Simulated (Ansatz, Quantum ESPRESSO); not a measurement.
# Work function of Ir(100), 7 layers, part 2 of 6

How much energy does it take to lift an electron out of Ir(100), 7 layers, and how far do the settings matter?

Quantum ESPRESSO 7.5; plane-wave DFT, PBE, GBRV ultrasoft pseudopotentials; geometry and cross-check by Ansatz 0.2.0 with PAW datasets.

So far. Step 2 (Geometry from Ansatz): The relaxation lowers the energy by 8 meV an atom. Held were the atoms numbered 3, 4 and 5; the forces quoted are those on the free ones.

### 3. SCF with pw.x

One self-consistent run gives the Fermi level and the density from which pp.x builds the potential.

Level of this step: plane-wave DFT, PBE, GBRV ultrasoft pseudopotentials (Quantum ESPRESSO 7.5).

File scf.in:

```
&control
  prefix = 'scf'
  outdir = './out'
  pseudo_dir = './pseudo'
  calculation = 'scf'
  tprnfor = .true.
/
&system
  ibrav = 0
  nat = 7
  ntyp = 1
  ecutwfc = 40
  ecutrho = 200
  occupations = 'smearing'
  smearing = 'mv'
  degauss = 0.02
/
&electrons
  conv_thr = 1e-07
  mixing_beta = 0.4
  electron_maxstep = 120
  mixing_mode = 'local-TF'
/
ATOMIC_SPECIES
  Ir  192.2170  ir_pbe_v1.2.uspp.F.UPF
CELL_PARAMETERS angstrom
  2.71529003980000 0.00000000000000 0.00000000000000
  0.00000000000000 2.71529003980000 0.00000000000000
  0.00000000000000 0.00000000000000 27.52000000000000
ATOMIC_POSITIONS crystal
  Ir  0.000000000000 0.000000000000 0.291339789773
  Ir  0.500000000000 0.500000000000 0.358702057317
  Ir  0.000000000000 0.000000000000 0.430232558100
  Ir  0.500000000000 0.500000000000 0.500000000000
  Ir  0.000000000000 0.000000000000 0.569767441900
  Ir  0.500000000000 0.500000000000 0.641297946423
  Ir  0.000000000000 0.000000000000 0.708660218422
K_POINTS automatic
  10 10 1 0 0 0
```

Command:

```
$ OMP_NUM_THREADS=1 mpirun -n 4 pw.x -nk 4 -in scf.in > scf.out
```

The log of the run:

```text
Program PWSCF v.7.5 starts
[citation notice left out]

     Parallel version (MPI & OpenMP), running on       4 processor cores
     Number of MPI processes:                 4
     Threads/MPI process:                     1

     MPI processes distributed on     1 nodes
[...]
Current dimensions of program PWSCF are:
     Max number of different atomic species (ntypx) = 10
     Max number of k-points (npk) =  40000
     Max angular momentum in pseudopotentials (lmaxx) =  4
     Message from routine setup:
     using ibrav=0 with symmetry is DISCOURAGED, use correct ibrav instead

     K-points division:     npool     =       4
     Subspace diagonalization in iterative solution of the eigenvalue problem:
     a serial algorithm will be used

     G-vector sticks info
     --------------------
     sticks:   dense  smooth     PW     G-vecs:    dense   smooth      PW
     Sum         421     341    109                65599    46933    8587

     Using Slab Decomposition

     bravais-lattice index     =            0
     lattice parameter (alat)  =       5.1312  a.u.
     unit-cell volume          =    1369.2334 (a.u.)^3
     number of atoms/cell      =            7
     number of atomic types    =            1
     number of electrons       =       105.00
     number of Kohn-Sham states=           64
     kinetic-energy cutoff     =      40.0000  Ry
     charge density cutoff     =     200.0000  Ry
     scf convergence threshold =      1.0E-07
     mixing beta               =       0.4000
     number of iterations used =            8  local-TF  mixing
     Exchange-correlation= SLA  PW   PBE  PBE
                           (   1   4   3   4   0   0   0)

     celldm(1)=   5.131155  celldm(2)=   0.000000  celldm(3)=   0.000000
     celldm(4)=   0.000000  celldm(5)=   0.000000  celldm(6)=   0.000000

     crystal axes: (cart. coord. in units of alat)
               a(1) = (   1.000000   0.000000   0.000000 )
               a(2) = (   0.000000   1.000000   0.000000 )
               a(3) = (   0.000000   0.000000  10.135197 )

     reciprocal axes: (cart. coord. in units 2 pi/alat)
               b(1) = (  1.000000  0.000000  0.000000 )
               b(2) = (  0.000000  1.000000  0.000000 )
               b(3) = (  0.000000  0.000000  0.098666 )

     PseudoPot. # 1 for Ir read from file:
     ./pseudo/ir_pbe_v1.2.uspp.F.UPF
     Pseudo is Ultrasoft + core correction, Zval = 15.0
     Generated by new atomic code, or converted to UPF format
     Using radial grid of  983 points,  7 beta functions with:
                l(1) =   0
                l(2) =   0
                l(3) =   1
                l(4) =   1
                l(5) =   1
                l(6) =   2
                l(7) =   2
     Q(r) pseudized with  8 coefficients,  rinner =    1.400   1.400   1.400
                                                       1.400   1.400

     atomic species   valence    mass     pseudopotential
     Ir               15.00   192.21700     Ir( 1.00)

     16 Sym. Ops., with inversion, found

   Cartesian axes

     site n.     atom                  positions (alat units)
         1        Ir     tau(   1) = (   0.0000000   0.0000000   2.9527862  )
         2        Ir     tau(   2) = (   0.5000000   0.5000000   3.6355161  )
         3        Ir     tau(   3) = (   0.0000000   0.0000000   4.3604918  )
         4        Ir     tau(   4) = (   0.5000000   0.5000000   5.0675986  )
         5        Ir     tau(   5) = (   0.0000000   0.0000000   5.7747054  )
         6        Ir     tau(   6) = (   0.5000000   0.5000000   6.4996811  )
         7        Ir     tau(   7) = (   0.0000000   0.0000000   7.1824111  )

     number of k points=    21  Marzari-Vanderbilt smearing, width (Ry)=  0.0200
                       cart. coord. in units 2pi/alat
        k(    1) = (   0.0000000   0.0000000   0.0000000), wk =   0.0200000
        k(    2) = (   0.0000000   0.1000000   0.0000000), wk =   0.0800000
        k(    3) = (   0.0000000   0.2000000   0.0000000), wk =   0.0800000
        k(    4) = (   0.0000000   0.3000000   0.0000000), wk =   0.0800000
        k(    5) = (   0.0000000   0.4000000   0.0000000), wk =   0.0800000
        k(    6) = (   0.0000000  -0.5000000   0.0000000), wk =   0.0400000
        k(    7) = (   0.1000000   0.1000000   0.0000000), wk =   0.0800000
        k(    8) = (   0.1000000   0.2000000   0.0000000), wk =   0.1600000
        k(    9) = (   0.1000000   0.3000000   0.0000000), wk =   0.1600000
        k(   10) = (   0.1000000   0.4000000   0.0000000), wk =   0.1600000
[...]
k(   21) = (  -0.5000000  -0.5000000   0.0000000), wk =   0.0200000

     Dense  grid:    65599 G-vectors     FFT dimensions: (  24,  24, 240)

     Smooth grid:    46933 G-vectors     FFT dimensions: (  24,  24, 216)

     Estimated max dynamical RAM per process >     158.09 MB

     Estimated total dynamical RAM >     584.32 MB

     Initial potential from superposition of free atoms

     starting charge     101.4998, renormalised to     105.0000

     negative rho (up, down):  2.535E+00 0.000E+00
     Starting wfcs are   84 randomized atomic wfcs

     total cpu time spent up to now is        4.8 secs

     per-process dynamical memory:    85.1 Mb

     Self-consistent Calculation

     iteration #  1     ecut=    40.00 Ry     beta= 0.40
     Davidson diagonalization with overlap
     ethr =  1.00E-02,  avg # of iterations =  4.7

     negative rho (up, down):  2.283E+00 0.000E+00

     total cpu time spent up to now is       17.0 secs

     total energy              =   -1272.63745832 Ry
     estimated scf accuracy    <      16.68004676 Ry

     iteration #  2     ecut=    40.00 Ry     beta= 0.40
[...]
negative rho (up, down):  2.120E+00 0.000E+00

[...]
total energy              =   -1272.15957792 Ry
     estimated scf accuracy    <       2.77841596 Ry

     iteration #  3     ecut=    40.00 Ry     beta= 0.40
[...]
negative rho (up, down):  2.088E+00 0.000E+00

[...]
total energy              =   -1272.21075971 Ry
     estimated scf accuracy    <       0.30608887 Ry

     iteration #  4     ecut=    40.00 Ry     beta= 0.40
[...]
negative rho (up, down):  2.112E+00 0.000E+00

[...]
total energy              =   -1272.26203791 Ry
     estimated scf accuracy    <       0.01480016 Ry

     iteration #  5     ecut=    40.00 Ry     beta= 0.40
[...]
iteration #  7     ecut=    40.00 Ry     beta= 0.40
[...]
negative rho (up, down):  2.177E+00 0.000E+00

[...]
total energy              =   -1272.26176862 Ry
     estimated scf accuracy    <       0.00076549 Ry

     iteration #  8     ecut=    40.00 Ry     beta= 0.40
[...]
negative rho (up, down):  2.176E+00 0.000E+00

[...]
total energy              =   -1272.26169254 Ry
     estimated scf accuracy    <       0.00063987 Ry

     iteration #  9     ecut=    40.00 Ry     beta= 0.40
[...]
negative rho (up, down):  2.176E+00 0.000E+00

[...]
total energy              =   -1272.26168013 Ry
     estimated scf accuracy    <       0.00050380 Ry

     iteration # 10     ecut=    40.00 Ry     beta= 0.40
[...]
negative rho (up, down):  2.165E+00 0.000E+00

[...]
total energy              =   -1272.26115544 Ry
     estimated scf accuracy    <       0.00048544 Ry

     iteration # 11     ecut=    40.00 Ry     beta= 0.40
[...]
negative rho (up, down):  2.166E+00 0.000E+00

[...]
total energy              =   -1272.26119250 Ry
     estimated scf accuracy    <       0.00003001 Ry

     iteration # 12     ecut=    40.00 Ry     beta= 0.40
[...]
negative rho (up, down):  2.165E+00 0.000E+00

[...]
total energy              =   -1272.26116769 Ry
     estimated scf accuracy    <       0.00000892 Ry

     iteration # 13     ecut=    40.00 Ry     beta= 0.40
[...]
negative rho (up, down):  2.165E+00 0.000E+00

[...]
total energy              =   -1272.26116838 Ry
     estimated scf accuracy    <       0.00000072 Ry

     iteration # 14     ecut=    40.00 Ry     beta= 0.40
[...]
negative rho (up, down):  2.165E+00 0.000E+00

[...]
total energy              =   -1272.26116846 Ry
     estimated scf accuracy    <       0.00000022 Ry

     iteration # 15     ecut=    40.00 Ry     beta= 0.40
[...]
negative rho (up, down):  2.165E+00 0.000E+00

[...]
End of self-consistent calculation

          k = 0.0000 0.0000 0.0000 (  5913 PWs)   bands (ev):

   -40.7379 -40.6123 -40.4874 -40.3291 -40.3291 -40.2737 -40.2619 -40.2619
   -40.2320 -40.2320 -40.1218 -40.1218 -40.1152 -40.0727 -40.0727 -39.5387
   -39.5385 -39.5016 -39.5016 -39.5016 -39.5016  -1.4136  -0.6030   0.4584
     1.5592   1.5670   2.1333   2.2309   2.3546   2.5121   2.9755   3.7522
     4.5775   5.1752   5.3844   5.6244   5.6244   6.1211   6.1211   6.4776
     6.7967   6.7967   6.7993   7.2207   7.7380   7.8509   7.8509   8.0136
     8.2151   8.4783   8.5536   8.7706   9.0420   9.0420   9.2928   9.8002
    10.0181  10.0181  10.2155  10.2647  10.3381  10.5780  10.5780  11.0542

          k = 0.0000 0.1000 0.0000 (  5863 PWs)   bands (ev):

   -40.7223 -40.6118 -40.5021 -40.3610 -40.3389 -40.3203 -40.2946 -40.2552
   -40.2277 -40.2138 -40.1816 -40.1207 -40.1114 -40.0959 -40.0747 -39.5425
   -39.5425 -39.5315 -39.5314 -39.4994 -39.4994  -1.1270  -0.3420   0.6873
     1.7689   1.7803   2.3451   2.4300   2.5597   2.7216   3.1651   3.8835
     4.6439   5.1610   5.5373   5.6249   5.7119   5.9550   5.9888   6.1332
     6.1773   6.6936   7.1532   7.3546   7.5141   7.6154   7.8912   8.0315
     8.0705   8.2227   8.3269   8.6272   8.8069   9.0224   9.0512   9.3498
     9.6182  10.0109  10.0170  10.3026  10.3497  10.5947  11.7664  12.7677

          k = 0.0000 0.2000 0.0000 (  5812 PWs)   bands (ev):

   -40.6853 -40.6292 -40.5496 -40.4579 -40.4256 -40.3928 -40.2959 -40.2654
   -40.2438 -40.2369 -40.2163 -40.1620 -40.1184 -40.1121 -40.0812 -39.6354
   -39.6354 -39.5263 -39.5263 -39.4937 -39.4937  -0.3369   0.3292   1.1815
     2.0795   2.2076   2.7490   2.8022   3.0437   3.4551   3.9549   4.4993
     4.8937   4.9551   5.4886   5.5429   5.8462   5.8660   5.8897   5.9316
     6.1075   6.2805   6.4212   6.9069   7.1978   7.3836   7.4768   7.6979
     8.0845   8.0879   8.2556   8.2897   8.4050   8.6112   9.0832   9.3566
     9.7688   9.8333  10.1903  10.3812  10.4569  11.6083  13.3267  15.2520

          k = 0.0000 0.3000 0.0000 (  5812 PWs)   bands (ev):

   -40.6988 -40.6888 -40.5929 -40.5760 -40.5030 -40.5009 -40.3568 -40.2753
   -40.2620 -40.2122 -40.2016 -40.1792 -40.1538 -40.1175 -40.0937 -39.7460
   -39.7458 -39.5204 -39.5203 -39.4866 -39.4866   0.7393   1.0666   1.5048
     2.0796   2.5342   2.9724   3.0030   3.9279   4.2954   4.7428   4.7986
     5.3565   5.4100   5.6082   5.6673   5.6912   5.7569   5.9146   5.9179
     6.2865   6.3027   6.3249   6.3923   6.8185   6.8506   6.8509   7.1422
     7.7758   8.0672   8.7084   8.7709   8.8303   9.0014   9.2779   9.3313
     9.9190   9.9323  10.2797  10.2958  10.8087  12.7550  14.6371  15.2661

          k = 0.0000 0.4000 0.0000 (  5844 PWs)   bands (ev):

   -40.7810 -40.7488 -40.6728 -40.6555 -40.6030 -40.4841 -40.3795 -40.2914
   -40.2295 -40.2042 -40.1930 -40.1893 -40.1874 -40.1198 -40.1111 -39.8281
   -39.8280 -39.5173 -39.5173 -39.4809 -39.4809   1.4433   1.4442   1.8144
     1.9889   2.5114   3.0705   3.3648   4.4385   4.6273   4.7759   5.0517
     5.3458   5.4104   5.5904   5.6266   5.6292   5.6523   6.0552   6.0895
     6.1011   6.1160   6.6352   6.7149   6.7482   6.7520   7.3968   7.9486
     8.0005   8.1997   8.8891   9.2196   9.6387   9.6709   9.7323   9.9075
    10.1005  10.2043  10.2417  10.4308  11.4903  13.1352  13.6431  14.7147

          k = 0.0000-0.5000 0.0000 (  5850 PWs)   bands (ev):

   -40.8151 -40.7746 -40.7156 -40.6673 -40.6655 -40.4555 -40.3813 -40.2952
   -40.2329 -40.2154 -40.1976 -40.1790 -40.1790 -40.1224 -40.1221 -39.8577
   -39.8572 -39.5164 -39.5164 -39.4788 -39.4787   1.4514   1.4871   1.9867
     2.0800   2.5972   3.0296   3.5622   4.6284   4.8636   4.8922   5.0811
     5.1751   5.2204   5.4414   5.5011   5.5462   5.8255   5.8697   5.9380
     6.0369   6.1565   6.4323   6.7429   7.0537   7.2458   7.3212   8.2420
     8.5753   8.8074   9.1380   9.3039   9.6019   9.8631   9.8921  10.0216
    10.1616  10.7123  11.1919  11.7519  11.8817  12.1008  12.1445  14.3269

[...]
the Fermi energy is     9.2676 ev

!    total energy              =   -1272.26116848 Ry
     estimated scf accuracy    <       0.00000005 Ry
     smearing contrib. (-TS)   =       0.00051401 Ry
     internal energy E=F+TS    =   -1272.26168249 Ry

     The total energy is F=E-TS. E is the sum of the following terms:
     one-electron contribution =  -12070.62957578 Ry
     hartree contribution      =    6075.31290871 Ry
     xc contribution           =    -352.67977498 Ry
     ewald contribution        =    5075.73475956 Ry

     convergence has been achieved in  15 iterations

     negative rho (up, down):  2.165E+00 0.000E+00

     Forces acting on atoms (cartesian axes, Ry/au):

     atom    1 type  1   force =     0.00000000    0.00000000    0.00017788
     atom    2 type  1   force =     0.00000000    0.00000000   -0.00062586
     atom    3 type  1   force =     0.00000000    0.00000000   -0.01641644
     atom    4 type  1   force =     0.00000000    0.00000000    0.00000000
     atom    5 type  1   force =     0.00000000    0.00000000    0.01641644
     atom    6 type  1   force =     0.00000000    0.00000000    0.00062586
     atom    7 type  1   force =     0.00000000    0.00000000   -0.00017788

     Total force =     0.023235     Total SCF correction =     0.000214

[...]
=------------------------------------------------------------------------------=
   JOB DONE.
=------------------------------------------------------------------------------=
```

Wall time 2.8 min (4 MPI ranks of Arm Neoverse N1, shared host); peak memory 0.72 GiB.

This step gave:

```
free energy  : -17309.9950 eV
Fermi energy : 9.268 eV
```

The run needed 15 iterations to bring the estimated error under 1e-07 Ry; the largest force on any atom, held or free, is 0.42 eV/Å.

### 4. Electrostatic potential

The vacuum level is read from the electrostatic potential (plot_num = 11), averaged over planes.

File pot.in:

```
&inputpp
  prefix = 'scf'
  outdir = './out'
  filplot = 'pot.dat'
  plot_num = 11
/
```

Command:

```
$ OMP_NUM_THREADS=1 mpirun -n 4 pp.x -in pot.in > pot.out
```

The log of the run:

```text
[banner, memory and clock lines left out]
Program POST-PROC v.7.5 starts

          URL

     ./out/scf.save/

     IMPORTANT: XC functional enforced from input :
     Exchange-correlation= PBE
                           (   1   4   3   4   0   0   0)
     Any further DFT definition will be discarded
     Please, verify this is what you really want

     negative rho (up, down):  2.165E+00 0.000E+00

     Calling punch_plot, plot_num =  11
     Writing data to file  pot.dat
     Message from routine chdens:
     namelist plot not found or invalid, exiting
```

The job ended after 1.2 s (4 MPI ranks; peak memory 0.1 GiB; 4.3 s of CPU time).

Read from the output:

| Quantity | Value |
| --- | --- |
| work function of the upper face | 5.589 eV |
| slope of the potential above | 2.22e-4 eV/Å |
| upper vacuum line continued to the top atoms, over the Fermi level | 5.588 eV |
| work function of the lower face | 5.589 eV |
| slope of the potential below | -1.55e-4 eV/Å |
| lower vacuum line continued to the bottom atoms, over the Fermi level | 5.588 eV |

The potential energy, planar mean oscillates, so the rows of the table below give means over windows of 1.95 Å about each position, cut where the curve ends. Its maxima inside the range that stand out by 2 % of the span (Å: eV): 8.9: -4.83, 10.9: -3.71, 12.8: -4.40, 14.7: -4.40, 16.6: -3.71, 18.6: -4.83. Its minima: 8.0: -22.5, 9.9: -23.0, 11.8: -23.0, 13.8: -23.1, 15.7: -23.0, 17.7: -23.0, 19.5: -22.5.

Electrostatic potential energy of an electron; zero at the Fermi level. Table of potential energy, planar mean by z; means over each step:

| z (Å) | potential energy, planar mean (eV) |
| --- | --- |
| 0.97 | 5.59 |
| 2.92 | 5.59 |
| 4.87 | 5.55 |
| 6.82 | -1.22 |
| 8.77 | -14.8 |
| 10.72 | -13.7 |
| 12.67 | -14.3 |
| 14.62 | -14.3 |
| 16.57 | -13.7 |
| 18.52 | -14.9 |
| 20.47 | -4.27 |
| 22.42 | 5.52 |
| 24.38 | 5.59 |
| 26.32 | 5.59 |

Electrostatic potential energy in the ca plane at fractional y = 0.000, with atoms of Ir within 0.2 Å of it. With pseudopotentials it is smooth inside the atoms' cores, unlike the true potential.

Ten even steps from '0' (-87 eV) to '9' (6 eV), each cell a mean:
```
05899997200379999850016899997200489999999999
47999998523689999873248999998523689999999999
88999999877899999988789999999877899999999999
99999999989999999999899999999999999999999999
89999999888999999998889999999888999999999999
68999998755789999985468999998655799999999999
16899997300489999851026899997301589999999999
04899996100279999840005899996100379999999999
```
Columns run along c (16.0 Å, from fractional 0.31 to 0.89 of the cell; values clipped at the 3rd and 97th percentile), rows up along a (2.7 Å). Atoms in or near the plane, at fractional coordinates: Ir at (0.43, 0.00), Ir at (0.57, 0.00), Ir at (0.71, 0.00).

The vacuum is flat to 0.2 meV/Å, so its level is well defined. Inside the slab the curve depends on the local part of the pseudopotentials; only the vacuum level has a meaning of its own.

### 5. Planar and running averages

average.x takes the planar mean and smooths it over a window of one repeat.

File avg.in:

```
1
pot.dat
1.0
573
3
3.6282741593
```

Command:

```
$ OMP_NUM_THREADS=1 average.x < avg.in > avg.out
```

The log of the run:

```text
[banner, memory and clock lines left out]
Program AVERAGE v.7.5 starts

          URL

     Reading header from file  pot.dat
     Reading data from file  pot.dat
     Output written to file avg.dat

[...]
```

Run time: 0.6 s. Hardware: 1 MPI rank; peak memory 0.1 GiB.

Read from the output:

- average.x's running mean inside the slab, on the run's own zero: -4.776 eV
- mean potential by an exact Fourier window inside the slab, on the run's own zero: -4.778 eV

The potential energy (planar mean) oscillates, so the rows of the table below give means over windows of 1.92 Å about each position, cut where the curve ends. Its maxima inside the range that stand out by 2 % of the span (Å: eV): 8.9: -4.83, 10.9: -3.75, 12.8: -4.32, 14.7: -4.32, 16.7: -3.64, 18.6: -4.83. Its minima: 8.1: -22.4, 9.9: -23.0, 11.9: -23.0, 13.8: -23.1, 15.7: -23.0, 17.6: -23.0, 19.5: -22.5.

Electrostatic potential energy of an electron; zero at the Fermi level; window 1.9200 Å. Table of potential energy by z; means over each step:

| z (Å) | planar mean (eV) | running mean (eV) |
| --- | --- | --- |
| 0.96 | 5.59 | 5.59 |
| 2.88 | 5.59 | 5.59 |
| 4.80 | 5.56 | 5.51 |
| 6.72 | 0.215 | -1.24 |
| 8.64 | -14.5 | -14.1 |
| 10.56 | -13.6 | -13.8 |
| 12.48 | -14.2 | -14.1 |
| 14.40 | -14.2 | -14.2 |
| 16.32 | -13.6 | -13.8 |
| 18.24 | -14.7 | -14.4 |
| 20.16 | -8.54 | -7.17 |
| 22.08 | 5.42 | 5.16 |
| 24.00 | 5.59 | 5.59 |
| 25.92 | 5.59 | 5.59 |

Where the running mean is not flat inside, average.x's window, rounded to the grid, doesn't match the spacings there.

[end of part 2 of 6]

[Logs are printed without paths, hosts, clocks, repeated set-up lines and the standing remarks that a program may print on its own settings, such as how far it seeks lower states.]

[Hosts, paths, dates, database ids (printed as entryN), source tags and the programs' standing remarks are cut or masked in the printed files.]

[Maps of the electrostatic potential energy from Ansatz leave out the sawtooth potential of an applied field or a dipole correction, so their vacuum need not be flat; planar profiles and work functions include it.]
